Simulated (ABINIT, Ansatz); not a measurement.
# MgS (Niningerite): third-order response, part 2 of 3

Wanted: vibrational spectra of MgS (Niningerite) from linear and non-linear response.

ABINIT 10.8.3; DFT LDA, scalar-relativistic, plane waves, HGH norm-conserving pseudopotentials.

So far. Step 3 (Ground state): The cell stands at -0.26 GPa: the relaxation ran with a smoothed and higher cutoff and on another k mesh. Step 5 (Zone-centre response): The acoustic modes at Γ come out as far as 2.4 cm⁻¹ from zero, where they should vanish, a small numerical error; the Born charges miss their sum rule by 0.0015 e, which is good. The relaxed cell has a = 5.112 Å (conventional setting).

### 6. Zone-centre analysis

anaddb reads the merged derivatives, imposes the acoustic sum rule and charge neutrality, and adds the LO-TO term along chosen directions.

anaddb.abi

```
ddb_filepath "gamma_DDB"
output_file "anaddb.abo"
outdata_prefix "anaddb"
asr 1
chneut 1
enunit 2
eivec 1
nph1l 1
qph1l 0.0 0.0 0.0 1.0
dieflag 1
nph2l 3
qph2l 
    1.0 0.0 0.0 0.0
    0.0 0.0 1.0 0.0
    1.0 1.0 1.0 0.0
nlflag 1
ramansr 1
alphon 1
prtmbm 1
```

mrgddb.in

```
gamma_DDB
merged
3
dfpt_gammao_DS2_DDB
dfpt_gammao_DS3_DDB
gso_DDB
```

Command:

```sh
$ mrgddb < mrgddb.in > mrgddb.log
$ OMP_NUM_THREADS=1 anaddb anaddb.abi > anaddb.log
```

anaddb.abo, the main output file:

```text
[banners, grids, parts of the stress and lines that vanish by symmetry left out]
-outvars_anaddb: echo values of input variables ----------------------

 Flags :
[...]
Dielectric Tensor and Effective Charges
[...]
Effective charge tensors after
[...]
1          1       -0.000000000       -0.000000000       -0.000000000
[...]
1          2       -0.000000000       -0.000000000       -0.000000000
[...]
1          3       -0.000000000       -0.000000000       -0.000000000
[...]
2          1       -0.000000000       -0.000000000       -0.000000000
[...]
2          2       -0.000000000       -0.000000000       -0.000000000
[...]
2          3       -0.000000000       -0.000000000       -0.000000000
[...]
Phonon wavevector (reduced coordinates) :  0.00000  0.00000  0.00000
 Phonon energies in Hartree :
[...]
Phonon energies in meV     :
-  0.000000E+00  0.000000E+00  0.000000E+00  2.981011E+01  2.981011E+01
-  2.981011E+01
 Phonon frequencies in cm-1    :
-  0.000000E+00  0.000000E+00  0.000000E+00  2.404347E+02  2.404347E+02
-  2.404347E+02
 Phonon frequencies in Thz     :
-  0.000000E+00  0.000000E+00  0.000000E+00  7.208052E+00  7.208052E+00
-  7.208052E+00
 Phonon energies in Kelvin  :
-  0.000000E+00  0.000000E+00  0.000000E+00  3.459319E+02  3.459319E+02
-  3.459319E+02
[...]
-  1  0.00000000E+00  0.00000000E+00 -3.11955143E-03
-     0.00000000E+00  0.00000000E+00  0.00000000E+00
-  2  0.00000000E+00  0.00000000E+00 -3.11955053E-03
-     0.00000000E+00  0.00000000E+00  0.00000000E+00
[...]
-  1  0.00000000E+00  3.11955143E-03  0.00000000E+00
-     0.00000000E+00  0.00000000E+00  0.00000000E+00
-  2  0.00000000E+00  3.11955053E-03  0.00000000E+00
-     0.00000000E+00  0.00000000E+00  0.00000000E+00
[...]
-  1  3.11955143E-03  0.00000000E+00  0.00000000E+00
-     0.00000000E+00  0.00000000E+00  0.00000000E+00
-  2  3.11955054E-03  0.00000000E+00  0.00000000E+00
-     0.00000000E+00  0.00000000E+00  0.00000000E+00
[...]
-  1  1.20100502E-07 -2.26270502E-07  3.58316334E-03
-     0.00000000E+00  0.00000000E+00  0.00000000E+00
-  2  0.00000000E+00  1.71505836E-07 -2.71592372E-03
-     0.00000000E+00  0.00000000E+00  0.00000000E+00
[...]
-  1  2.10223067E-07  3.58316333E-03  2.26263456E-07
-     0.00000000E+00  0.00000000E+00  0.00000000E+00
-  2 -1.59342391E-07 -2.71592372E-03 -1.71500495E-07
-     0.00000000E+00  0.00000000E+00  0.00000000E+00
[...]
-  1  3.58316334E-03 -2.10215482E-07 -1.20113777E-07
-     0.00000000E+00  0.00000000E+00  0.00000000E+00
-  2 -2.71592372E-03  1.59336642E-07  0.00000000E+00
-     0.00000000E+00  0.00000000E+00  0.00000000E+00
[...]
-     1         -0.000000     0.000000    -0.000000     0.000000
-     2         -0.000000     0.000000    -0.000000     0.000000
-     3          0.000000     0.000000     0.000000     0.000000
-     4         -0.000000     0.000000     3.212606     3.212606
-     5         -0.000000     3.212606     0.000000     3.212606
-     6          3.212606    -0.000000     0.000000     3.212606
[...]
-   1     Real    0.0000E+00  0.0000E+00  0.0000E+00  0.0000E+00  0.0000E+00  0.0000E+00  0.0000E+00
[...]
-   2     Real    0.0000E+00  0.0000E+00  0.0000E+00  0.0000E+00  0.0000E+00  0.0000E+00  0.0000E+00
[...]
-   3     Real    0.0000E+00  0.0000E+00  0.0000E+00  0.0000E+00  0.0000E+00  0.0000E+00  0.0000E+00
[...]
-   4     Real    0.0000E+00  0.0000E+00  2.0864E-04  0.0000E+00  0.0000E+00  0.0000E+00  2.0864E-04
[...]
-   5     Real    0.0000E+00  2.0864E-04  0.0000E+00  0.0000E+00  0.0000E+00  0.0000E+00  2.0864E-04
[...]
-   6     Real    2.0864E-04  0.0000E+00  0.0000E+00  0.0000E+00  0.0000E+00  0.0000E+00  2.0864E-04
[...]
-         0.000000000       0.000000000       0.000000000
-         0.000000000       0.000000000       0.000000000
[...]
Phonon at Gamma, with non-analyticity in the
[...]
Phonon energies in Hartree :
[...]
Phonon energies in meV     :
-  0.000000E+00  0.000000E+00  0.000000E+00  2.981011E+01  2.981011E+01
-  4.946998E+01
 Phonon frequencies in cm-1    :
-  0.000000E+00  0.000000E+00  0.000000E+00  2.404347E+02  2.404347E+02
-  3.990023E+02
 Phonon frequencies in Thz     :
-  0.000000E+00  0.000000E+00  0.000000E+00  7.208052E+00  7.208052E+00
-  1.196179E+01
 Phonon energies in Kelvin  :
-  0.000000E+00  0.000000E+00  0.000000E+00  3.459319E+02  3.459319E+02
-  5.740752E+02
[...]
-  1  0.00000000E+00  0.00000000E+00 -3.11955143E-03
[...]
-  2  0.00000000E+00  0.00000000E+00 -3.11955053E-03
[...]
Phonon at Gamma, with non-analyticity in the
[...]
Phonon energies in Hartree :
[...]
Phonon energies in meV     :
-  0.000000E+00  0.000000E+00  0.000000E+00  2.981011E+01  2.981011E+01
-  4.946998E+01
 Phonon frequencies in cm-1    :
-  0.000000E+00  0.000000E+00  0.000000E+00  2.404347E+02  2.404347E+02
-  3.990023E+02
 Phonon frequencies in Thz     :
-  0.000000E+00  0.000000E+00  0.000000E+00  7.208052E+00  7.208052E+00
-  1.196179E+01
 Phonon energies in Kelvin  :
-  0.000000E+00  0.000000E+00  0.000000E+00  3.459319E+02  3.459319E+02
-  5.740752E+02
[...]
Phonon at Gamma, with non-analyticity in the
[...]
Phonon energies in Hartree :
[...]
Phonon energies in meV     :
-  0.000000E+00  0.000000E+00  0.000000E+00  2.981011E+01  2.981011E+01
-  4.946998E+01
 Phonon frequencies in cm-1    :
-  0.000000E+00  0.000000E+00  0.000000E+00  2.404347E+02  2.404347E+02
-  3.990023E+02
 Phonon frequencies in Thz     :
-  0.000000E+00  0.000000E+00  0.000000E+00  7.208052E+00  7.208052E+00
-  1.196179E+01
 Phonon energies in Kelvin  :
-  0.000000E+00  0.000000E+00  0.000000E+00  3.459319E+02  3.459319E+02
-  5.740752E+02
[...]
-  1  2.99668548E-06 -3.11953593E-03 -9.33255261E-06
[...]
-  2  2.99649373E-06 -3.11953522E-03 -9.33274081E-06
[...]
-  1  3.11954910E-03  2.98982005E-06  2.22638410E-06
[...]
-  2  3.11954839E-03  2.99001001E-06  2.22657428E-06
[...]
-  1  4.89052134E-04  2.25350332E-03 -2.74255545E-03
[...]
-  2 -3.70685946E-04 -1.70808376E-03  2.07876971E-03
[...]
-  1  2.88447587E-03 -1.86576951E-03 -1.01870636E-03
[...]
-  2 -2.18634087E-03  1.41419388E-03  7.72146988E-04
[...]
-         0.000000000       0.000000000       0.000000000
-         0.000000000       0.000000000       0.000000000
[...]
-         0.000000000       0.000000000       0.000000000
-         0.000000000       0.000000000       0.000000000
-         0.000000000       0.000000000       0.000000000
[...]
-         0.000000000       0.000000000       0.000000000
-         0.000000000       0.000000000       0.000000000
-         0.000000000       0.000000000       0.000000000
[...]
Direction                     Dielectric constant
[...]
0.00000   0.00000   1.00000     15.21923192
   1.00000   1.00000   1.00000     15.21923192
-
```

Wall time 0.88 s (1 thread of Arm Neoverse V2, shared host).

This step gave:

```
mean static dielectric constant      : 15.22
highest mode moved by the LO-TO term : 399 cm⁻¹
```

No LO-TO term; unit eigenvectors of the mass-weighted matrix, from anaddb's displacements. Modes at Γ, with each element's share of the kinetic energy:

| mode | frequency (cm⁻¹) | symmetry | Mg % | S % |
| --- | --- | --- | --- | --- |
| 1 | 0.0 | acoustic | 43 | 57 |
| 2 | 0.0 | acoustic | 43 | 57 |
| 3 | 0.0 | acoustic | 43 | 57 |
| 4 | 240.4 | T1u | 57 | 43 |
| 5 | 240.4 | T1u | 57 | 43 |
| 6 | 240.4 | T1u | 57 | 43 |

Displacements in mode 4 (240.4 cm⁻¹), the largest set to 1:
```
Mg1  0.00  0.00  1.00
S2   0.00  0.00 -0.76
```

Trace of the oscillator strength, degenerate modes summed. Infrared lines, with heights relative to the strongest:

| position (cm⁻¹) | lines merged | IR intensity, relative |
| --- | --- | --- |
| 240 | 3 | 100 |

Static dielectric tensor (ions relaxed, fixed cell):

```
15.22  0.00  0.00
 0.00 15.22  0.00
 0.00  0.00 15.22
```

The rule moves no optical mode by more than 0.1 cm⁻¹.

### 7. Sum rules set otherwise (asr 0)

Without the rule the raw error of the acoustic modes shows.

Changes to anaddb.abi since step 6:

```diff
@@ -3,4 +3,4 @@
 outdata_prefix "anaddb"
-asr 1
-chneut 1
+asr 0
+chneut 0
 enunit 2
```

mrgddb.in is that of step 6.

anaddb.abo, the main output file:

```text
[banners, grids, parts of the stress and lines that vanish by symmetry left out]
-outvars_anaddb: echo values of input variables ----------------------

 Flags :
[...]
Dielectric Tensor and Effective Charges
[...]
Effective charge tensors after
[...]
1          1       -0.000000000       -0.000000000       -0.000000000
[...]
1          2       -0.000000000       -0.000000000       -0.000000000
[...]
1          3       -0.000000000       -0.000000000       -0.000000000
[...]
2          1       -0.000000000       -0.000000000       -0.000000000
[...]
2          2       -0.000000000       -0.000000000       -0.000000000
[...]
2          3       -0.000000000       -0.000000000       -0.000000000
[...]
Phonon wavevector (reduced coordinates) :  0.00000  0.00000  0.00000
 Phonon energies in Hartree :
[...]
Phonon energies in meV     :
-  2.916423E-01  2.916423E-01  2.916423E-01  2.981118E+01  2.981118E+01
-  2.981118E+01
 Phonon frequencies in cm-1    :
-  2.352254E+00  2.352254E+00  2.352254E+00  2.404434E+02  2.404434E+02
-  2.404434E+02
 Phonon frequencies in Thz     :
-  7.051879E-02  7.051879E-02  7.051879E-02  7.208312E+00  7.208312E+00
-  7.208312E+00
 Phonon energies in Kelvin  :
-  3.384368E+00  3.384368E+00  3.384368E+00  3.459444E+02  3.459444E+02
-  3.459444E+02
[...]
-  1  0.00000000E+00  0.00000000E+00 -3.11985293E-03
-     0.00000000E+00  0.00000000E+00  0.00000000E+00
-  2  0.00000000E+00  0.00000000E+00 -3.11932200E-03
-     0.00000000E+00  0.00000000E+00  0.00000000E+00
[...]
-  1  0.00000000E+00  3.11985293E-03  0.00000000E+00
-     0.00000000E+00  0.00000000E+00  0.00000000E+00
-  2  0.00000000E+00  3.11932200E-03  0.00000000E+00
-     0.00000000E+00  0.00000000E+00  0.00000000E+00
[...]
-  1  3.11985293E-03  0.00000000E+00  0.00000000E+00
-     0.00000000E+00  0.00000000E+00  0.00000000E+00
-  2  3.11932200E-03  0.00000000E+00  0.00000000E+00
-     0.00000000E+00  0.00000000E+00  0.00000000E+00
[...]
-  1  1.06518693E-07  0.00000000E+00  3.58290084E-03
-     0.00000000E+00  0.00000000E+00  0.00000000E+00
-  2  0.00000000E+00  0.00000000E+00 -2.71618621E-03
-     0.00000000E+00  0.00000000E+00  0.00000000E+00
[...]
-  1  0.00000000E+00 -3.58290084E-03  0.00000000E+00
-     0.00000000E+00  0.00000000E+00  0.00000000E+00
-  2  0.00000000E+00  2.71618621E-03  0.00000000E+00
-     0.00000000E+00  0.00000000E+00  0.00000000E+00
[...]
-  1  3.58290084E-03  0.00000000E+00 -1.06518622E-07
-     0.00000000E+00  0.00000000E+00  0.00000000E+00
-  2 -2.71618621E-03  0.00000000E+00  0.00000000E+00
-     0.00000000E+00  0.00000000E+00  0.00000000E+00
[...]
-     1          0.000000     0.000000     0.000812     0.000812
-     2          0.000000    -0.000812    -0.000000     0.000812
-     3         -0.000812     0.000000     0.000000     0.000812
-     4         -0.000000     0.000000     3.212494     3.212494
-     5         -0.000000    -3.212494    -0.000000     3.212494
-     6          3.212494    -0.000000     0.000000     3.212494
[...]
-   1     Real    0.0000E+00  0.0000E+00  1.2826E-11  0.0000E+00  0.0000E+00  0.0000E+00  1.2826E-11
[...]
-   2     Real    0.0000E+00  1.2826E-11  0.0000E+00  0.0000E+00  0.0000E+00  0.0000E+00  1.2826E-11
[...]
-   3     Real    1.2826E-11  0.0000E+00  0.0000E+00  0.0000E+00  0.0000E+00  0.0000E+00  1.2826E-11
[...]
-   4     Real    0.0000E+00  0.0000E+00  2.0862E-04  0.0000E+00  0.0000E+00  0.0000E+00  2.0862E-04
[...]
-   5     Real    0.0000E+00  2.0862E-04  0.0000E+00  0.0000E+00  0.0000E+00  0.0000E+00  2.0862E-04
[...]
-   6     Real    2.0862E-04  0.0000E+00  0.0000E+00  0.0000E+00  0.0000E+00  0.0000E+00  2.0862E-04
[...]
-         0.000000000       0.000000000       0.000000000
-         0.000000000       0.000000000       0.000000000
[...]
Phonon at Gamma, with non-analyticity in the
[...]
Phonon energies in Hartree :
[...]
Phonon energies in meV     :
-  2.916423E-01  2.916423E-01  2.917019E-01  2.981118E+01  2.981118E+01
-  4.946917E+01
 Phonon frequencies in cm-1    :
-  2.352254E+00  2.352254E+00  2.352735E+00  2.404434E+02  2.404434E+02
-  3.989958E+02
 Phonon frequencies in Thz     :
-  7.051879E-02  7.051879E-02  7.053321E-02  7.208312E+00  7.208312E+00
-  1.196159E+01
 Phonon energies in Kelvin  :
-  3.384368E+00  3.384368E+00  3.385060E+00  3.459444E+02  3.459444E+02
-  5.740659E+02
[...]
-  1  0.00000000E+00  0.00000000E+00  3.11985293E-03
[...]
-  2  0.00000000E+00  0.00000000E+00  3.11932200E-03
[...]
Phonon at Gamma, with non-analyticity in the
[...]
Phonon energies in Hartree :
[...]
Phonon energies in meV     :
-  2.916423E-01  2.916423E-01  2.917019E-01  2.981118E+01  2.981118E+01
-  4.946917E+01
 Phonon frequencies in cm-1    :
-  2.352254E+00  2.352254E+00  2.352735E+00  2.404434E+02  2.404434E+02
-  3.989958E+02
 Phonon frequencies in Thz     :
-  7.051879E-02  7.051879E-02  7.053321E-02  7.208312E+00  7.208312E+00
-  1.196159E+01
 Phonon energies in Kelvin  :
-  3.384368E+00  3.384368E+00  3.385060E+00  3.459444E+02  3.459444E+02
-  5.740659E+02
[...]
Phonon at Gamma, with non-analyticity in the
[...]
Phonon energies in Hartree :
[...]
Phonon energies in meV     :
-  2.916423E-01  2.916423E-01  2.917019E-01  2.981118E+01  2.981118E+01
-  4.946917E+01
 Phonon frequencies in cm-1    :
-  2.352254E+00  2.352254E+00  2.352735E+00  2.404434E+02  2.404434E+02
-  3.989958E+02
 Phonon frequencies in Thz     :
-  7.051879E-02  7.051879E-02  7.053321E-02  7.208312E+00  7.208312E+00
-  1.196159E+01
 Phonon energies in Kelvin  :
-  3.384368E+00  3.384368E+00  3.385060E+00  3.459444E+02  3.459444E+02
-  5.740659E+02
[...]
-  1  2.52851060E-03 -1.53143230E-03 -9.97412418E-04
[...]
-  2  2.52808034E-03 -1.53117165E-03 -9.97242644E-04
[...]
-  1  1.80173813E-03  1.80152781E-03  1.80145772E-03
[...]
-  2  1.80085728E-03  1.80064700E-03  1.80057692E-03
[...]
-  1  4.88712101E-04  2.25353498E-03 -2.74224708E-03
[...]
-  2 -3.70491155E-04 -1.70839800E-03  2.07888915E-03
[...]
-  1  2.88431611E-03 -1.86539515E-03 -1.01892096E-03
[...]
-  2 -2.18659126E-03  1.41415038E-03  7.72440876E-04
[...]
-         0.000000000       0.000000000       0.000000000
-         0.000000000       0.000000000       0.000000000
[...]
-         0.000000000       0.000000000       0.000000000
-         0.000000000       0.000000000       0.000000000
-         0.000000000       0.000000000       0.000000000
[...]
-         0.000000000       0.000000000       0.000000000
-         0.000000000       0.000000000       0.000000000
-         0.000000000       0.000000000       0.000000000
[...]
Direction                     Dielectric constant
[...]
0.00000   0.00000   1.00000     15.21763655
   1.00000   1.00000   1.00000     15.21763655
-
```

Wall time 0.87 s (1 thread).

Zone-centre frequencies as printed; negative means imaginary. Modes:

```
mode  frequency (cm⁻¹)
   1              2.35
   2              2.35
   3              2.35
   4             240.4
   5             240.4
   6             240.4
```

[end of part 2 of 3]

[Host names and launcher messages were left out of these logs when they were recorded.]

[Logs are printed without paths, hosts, clocks, repeated set-up lines and the standing remarks that a program may print on its own settings, such as how far it seeks lower states.]

[Hosts, paths, dates, database ids (printed as entryN), source tags and the programs' standing remarks are cut or masked in the printed files.]
